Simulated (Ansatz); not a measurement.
An input for Ansatz 0.2.0 (CsPbI2Br (P4/mmm)):

```yaml
crystal:
  lattice:
    - [6.375296, 0.0, 0.0]
    - [0.0, 6.375296, 0.0]
    - [0.0, 0.0, 5.96222]
  atoms:
    - { symbol: Cs, position: [0.5, 0.5, 0.5] }
    - { symbol: Pb, position: [0.0, 0.0, 0.0] }
    - { symbol: I, position: [0.0, 0.5, 0.0] }
    - { symbol: I, position: [0.5, 0.0, 0.0] }
    - { symbol: Br, position: [0.0, 0.0, 0.5] }
kpoints:
  mp_grid: { grid: [2, 2, 4] }
hamiltonian:
  xc: pbe
  pseudopotentials: { kind: paw, azcp: { folder: soft_1 } }
scf:
  occupations: { method: fixed }
gw:
  n_empty_bands: 911
  ecut_chi: 140
  qp_bands: [v2, c2]
  qp_kpoints: band_edges
  screening: { model: contour_deformation }
```

```sh
ansatz run input.yaml --threads 2 --pin off --max-ram 92160MiB --backend cuda --events-out ev --progress --plain --runs-dir out --devices 1 --max-vram 13GiB
```

Q: How long will it take on 1 × NVIDIA H100 80GB HBM3 (shared by 6 runs) with 2 threads of AMD EPYC 7R13 (Zen 3), shared host, and how much memory?

It took 28 s; on shared hardware allow 14 s to 56 s. Peak host memory was 3.0 GiB. The sizes that set the cost: 4695 plane waves a state, 9 irreducible k points, 943 bands summed, 907 plane waves in the screening and 8 SCF cycles.

The screening grows as filled bands × empty bands × pairs of k points, times the square of the screening basis for the matrix.

[Paths, hosts, dates, memory and timing lines, banners, echoed tables and standing remarks are left out of the program output.]

[Logs are printed without paths, hosts, clocks, repeated set-up lines and the standing remarks that a program may print on its own settings, such as how far it seeks lower states.]

[Runs of the session that timed out or met a known fault of the program may be left out.]

[Cells called generated may have been cut or substituted from an entry of the Crystallography Open Database or the Materials Project.]

[Hosts, paths, dates, database ids (printed as entryN), source tags and the programs' standing remarks are cut or masked in the printed files.]
